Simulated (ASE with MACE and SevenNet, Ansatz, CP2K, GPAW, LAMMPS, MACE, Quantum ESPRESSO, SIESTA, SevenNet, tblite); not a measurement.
## Running glassy 94B2O3-6CaO (mol %) (77 atoms) with machine-learned potentials

How do the settings of machine-learned potentials change the result for glassy 94B2O3-6CaO (mol %) (77 atoms)? A plane-wave run serves as the yardstick.

Method: the method is named at each step, in ASE with MACE and SevenNet.

## Step 1: The starting structure

The cell holds 77 atoms: 30 B, 1 Ca and 46 O. Cell: a = 9.702 Å, b = 9.702 Å, c = 9.702 Å, α = 90.0°, β = 90.0°, γ = 90.0°. 77 atoms (30 B, 1 Ca, 46 O) placed at random at 1.98 g/cm³, melted at 3000 K for 20 ps at fixed volume with the Buckingham and Coulomb pair potential of Guillot and Sator (Geochim. Cosmochim. Acta 71, 1249 (2007)) with the boron terms of Wang et al. (J. Non-Cryst. Solids 498, 294 (2018)). Quenched from 3000 K to 300 K at 20 K/ps and fixed volume, held 10 ps at zero pressure.

The yardstick, on the same geometry:

| Item | Value |
| --- | --- |
| method | Kohn-Sham DFT, PBE, SSSP efficiency 1.3.0 pseudopotentials, plane waves (Quantum ESPRESSO 7.5); sssp-pbe-1.3.0-efficiency, cutoffs 60/480 Ry, Γ point |
| r.m.s. force component | 0.9424 eV/Å |
| longest force | 4.225 eV/Å |
| pressure | -9.69 GPa |
| gap (highest filled to lowest empty level) | 3.852 eV |
| time | 2.3 min on 2 MPI ranks of Arm Neoverse V2, shared host |
| CPU time | 4.6 min |

## Step 2: MACE MP-0b2 small potential

Method: machine-learned interatomic potential MACE MP-0b2 small, trained on PBE(+U) plane-wave data.

The input, run.py:

```python
import numpy as np
from ase.io import read
import mlip  # loads the published weights by name

atoms = read("structure.xyz")
atoms.calc = mlip.calc("mace-mp-0b2-small")
energy = atoms.get_potential_energy()
forces = atoms.get_forces()
print(f"energy {energy:.6f} eV")
print("forces (eV/A)")
for i, (a, f) in enumerate(zip(atoms, forces)):
    print(f"{i:4d} {a.symbol:2s} {f[0]:10.5f} {f[1]:10.5f} {f[2]:10.5f}")
stress = -atoms.get_stress(voigt=False) * 160.21766
print("stress (GPa, compression positive)")
for row in stress:
    print(" ".join(f"{x:10.4f}" for x in row))
```

The input, structure.xyz:

```xyz
77
Lattice="9.70233 0.00000 0.00000 0.00000 9.70233 0.00000 0.00000 0.00000 9.70233" Properties=species:S:1:pos:R:3 pbc="T T T"
B 3.72375 9.64305 6.47805
B 0.78589 7.60595 3.09010
B 6.65366 2.26064 9.37798
B 1.61757 7.08833 9.28736
B 5.28622 3.91023 7.71442
B 8.71551 0.78569 0.23916
B 7.30508 5.19987 4.88309
B 2.62361 9.61045 9.56330
B 4.84457 2.32759 5.56448
B 3.12202 5.42195 7.68910
B 8.15956 6.58352 2.09832
B 2.74508 5.98576 2.63030
B 1.96365 2.33225 3.87327
B 0.33279 2.21029 1.98762
B 5.01902 0.54304 1.05717
B 9.33345 3.49682 8.02276
B 7.82328 3.80807 2.42713
B 9.11514 6.13410 8.63071
B 6.00468 8.90606 3.29627
B 3.14152 3.66535 1.28672
B 7.88004 0.02086 5.09401
B 1.97307 2.35844 8.92546
B 7.82813 7.37154 6.53588
B 5.54197 8.18013 7.81426
B 5.06471 6.39374 3.86997
B 5.30358 2.90051 2.90138
B 8.18033 2.77487 5.58670
B 1.68520 9.46579 4.84505
B 7.20379 8.21768 0.20821
B 2.10114 4.73095 5.15951
Ca 0.73485 7.36756 6.26858
O 8.13647 1.41237 5.22383
O 4.36149 8.88685 7.46119
O 7.95135 5.20714 2.23978
O 5.08732 2.49233 4.21256
O 2.12064 0.94394 8.77265
O 2.49214 6.41033 8.44782
O 1.60302 2.40472 2.53279
O 6.07599 5.54566 4.34325
O 0.34298 6.61321 9.53370
O 1.31845 5.70371 4.49693
O 6.10286 3.34187 8.70658
O 5.75135 1.38054 0.25090
O 1.91893 7.12025 2.40695
O 2.48535 5.02600 6.50211
O 1.95531 8.41939 9.51828
O 4.19150 3.11600 2.05233
O 8.08757 9.27446 0.09780
O 5.23402 3.32033 6.46292
O 5.45669 9.66566 2.23086
O 2.39997 3.47838 4.59066
O 8.58782 7.01469 7.67959
O 7.11210 9.33277 4.01356
O 2.56782 9.10777 5.84313
O 8.00103 1.89428 9.40544
O 7.35233 7.24716 1.18989
[... 17 atom lines left out ...]
O 8.99387 3.06856 2.33069
O 9.16162 7.25472 2.78796
O 0.02668 1.18310 1.13993
O 3.76499 5.96625 3.63236
```

Command:

```
$ OMP_NUM_THREADS=1 python run.py > output.txt
```

The program printed:

```text
energy -603.143954 eV
forces (eV/A)
   0 B     1.43302    0.03143   -0.26237
   1 B     0.07671   -2.03141   -0.73334
   2 B    -0.79112   -1.29239   -0.15478
   3 B     0.71943    1.19565   -0.46623
   4 B    -0.75325   -1.02547    0.50662
   5 B    -1.80591    1.01267    1.27244
   6 B    -0.17966    2.54992    1.81489
   7 B     1.54321    0.46470    0.22161
   8 B    -0.15321   -0.32896    0.09233
   9 B    -0.11956   -0.21688   -1.32570
  10 B     1.08548   -0.90646   -0.09111
  11 B    -0.46460   -0.28582    0.54196
  12 B    -0.76664    0.49720    1.61426
  13 B    -1.91775    0.84788    0.36680
  14 B    -0.41107   -0.71908   -0.98569
  15 B    -0.34681    0.90040   -1.64365
  16 B     0.65544    0.58648   -0.61629
  17 B    -0.19617   -1.84855   -1.79723
  18 B    -0.63885    0.04119    0.36203
  19 B     0.97677    0.66091    0.70384
  20 B    -0.50697    0.16200    0.16195
  21 B    -0.78247   -0.56989    1.53158
  22 B    -3.66318    0.45560   -0.97663
  23 B     2.12264    0.81471   -0.90132
[...]
69 O     0.74175   -0.47506    0.68313
  70 O    -0.62955   -0.21345    0.37745
  71 O     0.38350   -0.00772    0.74260
  72 O     0.18251    0.38074    0.58677
  73 O     0.25911    0.06102    0.23285
  74 O     0.73271    0.30462    0.01489
  75 O     0.27004   -1.50569   -0.96702
  76 O     0.57498   -0.13579   -0.85324
stress (GPa, compression positive)
   -8.4845     0.6813    -3.9912
    0.6813   -12.5913    -0.3627
   -3.9912    -0.3627    -6.1260
```

Run time: 5.8 s. Hardware: 1 thread of Arm Neoverse V2, shared host; peak memory 0.67 GiB.

Banners, paths, timers and routine set-up lines are dropped from the logs unmarked, and long logs keep their key lines alone; longer cuts are marked.

Compared with the plane-wave run:

* r.m.s. force component: 0.8472 eV/Å
* r.m.s. difference of force components: 151.4 meV/Å
* longest difference of force vectors: 613.6 meV/Å
* force difference over r.m.s. force: 16.07 %
* slope of forces against the reference's: 0.8912
* correlation of force components: 0.9913
* pressure: -9.067 GPa
* pressure difference: 0.6227 GPa

Length of the force difference by element (eV/Å):

```tsv
element	atoms	mean	most
B	30	0.27	0.61
Ca	1	0.30	0.30
O	46	0.21	0.47
```

The surroundings of O36, picked at random, nearest first, numbered as they follow in the input and with coordinates relative to it.

```tsv
atom	x	y	z	distance (Å)	Fx	Fy	Fz (eV/Å)
O36	0.00	0.00	0.00	0.00	-0.55	1.45	-0.39
B8	0.50	-1.04	0.79	1.40	1.54	0.46	0.22
B22	-0.15	1.41	0.15	1.43	-0.78	-0.57	1.53
O46	-0.17	-2.23	0.75	2.35	-0.56	-0.86	0.11
O71	1.67	-0.83	1.49	2.39	-0.63	-0.21	0.38
O57	-1.34	2.03	-0.23	2.44	0.81	-0.45	-0.13
O64	0.74	2.13	0.96	2.46	-0.30	0.08	0.39
O76	-2.09	0.24	2.07	2.95	0.27	-1.51	-0.97
B1	1.60	-1.00	-2.29	2.97	1.43	0.03	-0.26
```

Atoms are counted from 1 here, from 0 in the log.

Forces lie 16 % from the reference's, at 0.021 times its CPU time (on 1 against 2 cores).

## Step 3: SevenNet l3i5 potential

Method: machine-learned interatomic potential SevenNet l3i5, trained on PBE(+U) plane-wave data.

Edit run.py of step 2 so:

```diff
@@ -5,3 +5,3 @@
 atoms = read("structure.xyz")
-atoms.calc = mlip.calc("mace-mp-0b2-small")
+atoms.calc = mlip.calc("7net-l3i5")
 energy = atoms.get_potential_energy()
```

structure.xyz is that of step 2.

The program printed:

```text
energy -602.266968 eV
forces (eV/A)
   0 B     1.55360   -0.00703    0.03695
   1 B    -0.04751   -2.13224   -1.06633
   2 B    -0.91578   -1.26456   -0.14546
   3 B     0.70314    1.33254   -0.35971
   4 B    -0.72289   -1.00872    0.46985
   5 B    -2.07736    1.42869    1.28909
   6 B    -0.14294    2.65930    1.83173
   7 B     1.62708    0.58165    0.08964
   8 B     0.00510   -0.23362   -0.14129
   9 B    -0.09581   -0.29431   -1.42305
  10 B     1.11622   -0.99309   -0.06090
  11 B    -0.27936   -0.17852    0.68694
  12 B    -0.79850    0.88272    1.51128
  13 B    -1.97603    0.91854    0.32174
  14 B    -0.50810   -0.87305   -0.92805
  15 B    -0.38542    0.77252   -1.74509
  16 B     0.50241    0.61712   -0.59688
  17 B    -0.15031   -1.83627   -1.56206
  18 B    -0.70742   -0.05136    0.23971
  19 B     1.33342    0.71709    0.83383
  20 B    -0.40220    0.09597    0.02961
  21 B    -0.69556   -0.65618    1.54162
  22 B    -3.99881    0.43894   -1.22727
  23 B     2.11859    0.81484   -0.79664
[...]
69 O     0.80724   -0.47373    0.82354
  70 O    -0.80611   -0.34779    0.38084
  71 O     0.52422   -0.01621    0.86046
  72 O     0.18094    0.38758    0.69740
  73 O     0.50969   -0.13199    0.16090
  74 O     0.82881    0.32782   -0.10037
  75 O     0.22406   -1.75683   -1.12881
  76 O     0.58223   -0.21292   -0.92131
stress (GPa, compression positive)
   -8.6894     0.8002    -4.2383
    0.8002   -12.5031    -0.3048
   -4.2383    -0.3048    -6.0890
```

It took 8.9 s on 1 thread; peak memory 1.6 GiB.

Numbers from this run, and their distance from the reference:

```
r.m.s. force component                  : 0.9088 eV/Å
r.m.s. difference of force components   : 74.07 meV/Å
longest difference of force vectors     : 306.5 meV/Å
force difference over r.m.s. force      : 7.86 %
slope of forces against the reference's : 0.962
correlation of force components         : 0.9974
pressure                                : -9.094 GPa
pressure difference                     : 0.5962 GPa
```

Against the first run (16 %), the force difference from the reference is 7.9 %, at 1.5 times the CPU time.

## Step 4: MACE MP-0b3 medium potential

Method: machine-learned interatomic potential MACE MP-0b3 medium, trained on PBE(+U) plane-wave data.

Edit run.py of step 3 so:

```diff
@@ -5,3 +5,3 @@
 atoms = read("structure.xyz")
-atoms.calc = mlip.calc("7net-l3i5")
+atoms.calc = mlip.calc("mace-mp-0b3-medium")
 energy = atoms.get_potential_energy()
```

structure.xyz is that of step 3.

The program printed:

```text
energy -602.603474 eV
forces (eV/A)
   0 B     1.48375    0.03889   -0.16867
   1 B     0.01235   -2.02815   -0.97300
   2 B    -0.93924   -1.34634   -0.02885
   3 B     0.72856    1.18749   -0.27257
   4 B    -0.82185   -1.12734    0.41191
   5 B    -1.95999    1.26286    1.37258
   6 B    -0.24235    2.63228    1.67226
   7 B     1.66290    0.56993    0.12245
   8 B    -0.15136   -0.28489   -0.01106
   9 B    -0.04539   -0.43272   -1.43108
  10 B     1.15775   -1.01515   -0.06550
  11 B    -0.28392   -0.33758    0.41319
  12 B    -0.81380    0.67787    1.66910
  13 B    -1.96968    0.90032    0.28986
  14 B    -0.36576   -0.74444   -1.00949
  15 B    -0.38582    0.83039   -1.62918
  16 B     0.60952    0.58700   -0.52740
  17 B    -0.14353   -1.87210   -1.51972
  18 B    -0.56528   -0.01077    0.35224
  19 B     1.07477    0.68503    0.77554
  20 B    -0.51473    0.24946    0.00822
  21 B    -0.63444   -0.56252    1.69683
  22 B    -3.85082    0.40361   -1.02289
  23 B     2.13394    0.80474   -0.78145
[...]
69 O     0.76382   -0.36271    0.75486
  70 O    -0.78400   -0.26218    0.41511
  71 O     0.43093   -0.02298    0.65756
  72 O     0.26984    0.34957    0.67685
  73 O     0.34155    0.01182    0.16180
  74 O     0.64393    0.31248   -0.06193
  75 O     0.24643   -1.68521   -0.99818
  76 O     0.49232   -0.15228   -0.80510
stress (GPa, compression positive)
   -8.4015     0.6982    -4.0110
    0.6982   -12.1786    -0.5176
   -4.0110    -0.5176    -5.8234
```

Run time: 7 s. Hardware: 1 thread; peak memory 1.1 GiB.

Numbers from this run, and their distance from the reference:

```
r.m.s. force component                  : 0.8631 eV/Å
r.m.s. difference of force components   : 120.7 meV/Å
longest difference of force vectors     : 667.8 meV/Å
force difference over r.m.s. force      : 12.81 %
slope of forces against the reference's : 0.9112
correlation of force components         : 0.9949
pressure                                : -8.801 GPa
pressure difference                     : 0.8888 GPa
```

Against the first run (16 %), the force difference from the reference is 13 %, at 1.2 times the CPU time.

## Step 5: Side by side

Differences are against the plane-wave reference, forces as r.m.s. over components; share is that over the reference's r.m.s. force, slope the least-squares factor from reference forces to these. Total energies of different programs have different zeros and aren't compared.

```tsv
run	Δ force, r.m.s. (meV/Å)	share (%)	slope	Δ pressure (GPa)	cores	CPU time	memory (GiB)
reference	-	-	-	-	2	4.6 min	2.2
MACE MP-0b2 small potential	151	16.1	0.891	0.623	1	5.8 s	0.67
SevenNet l3i5 potential	74.1	7.86	0.962	0.596	1	8.9 s	1.6
MACE MP-0b3 medium potential	121	12.8	0.911	0.889	1	7 s	1.1
```

Times of the machine-learned potentials are mostly Python's start and the loading of weights.

CPU time is summed over cores on a shared host, where runs went side by side, so it is rough. Symmetry, cutoffs, thresholds, outputs and thread counts weren't matched or tuned between programs; memory under MPI is the largest rank's times the ranks.

## Step 6: What came out

- nearest in forces: SevenNet l3i5 potential, 7.9 %
- its CPU time: 8.9 s

Machine-learned potentials differ by 7.9 % (SevenNet l3i5 potential) to 16 % (MACE MP-0b2 small potential); they were trained on other programs' data. The reference's pressure holds the uncorrected Pulay stress of its 60 Ry basis, so small pressure differences, and their order, may be the reference's own error. Machine-learned potentials mimic data converged in k, so the reference's own k-point error enters their differences. The quench rate of 20 K/ps is many orders above laboratory rates, so the cell is likely richer in defects and strain than a real sample. The network of bonds at the start is that of the classical potential that made the cell, and needn't be the one that DFT or experiment would give. The reference's stress is far from hydrostatic: its diagonal is -9.3, -13.2, -6.6 GPa, compression counted positive. The electronic-structure runs sample only Γ, in a cell whose shortest periodic width is 10 Å.

[Also dropped from logs without a mark: logging warnings of Python, and SIESTA's first energy breakdown and zero terms.]

[Logs are printed without paths, hosts, clocks, repeated set-up lines and the standing remarks that a program may print on its own settings, such as how far it seeks lower states.]

[Hosts, paths, dates, database ids (printed as entryN), source tags and the programs' standing remarks are cut or masked in the printed files.]
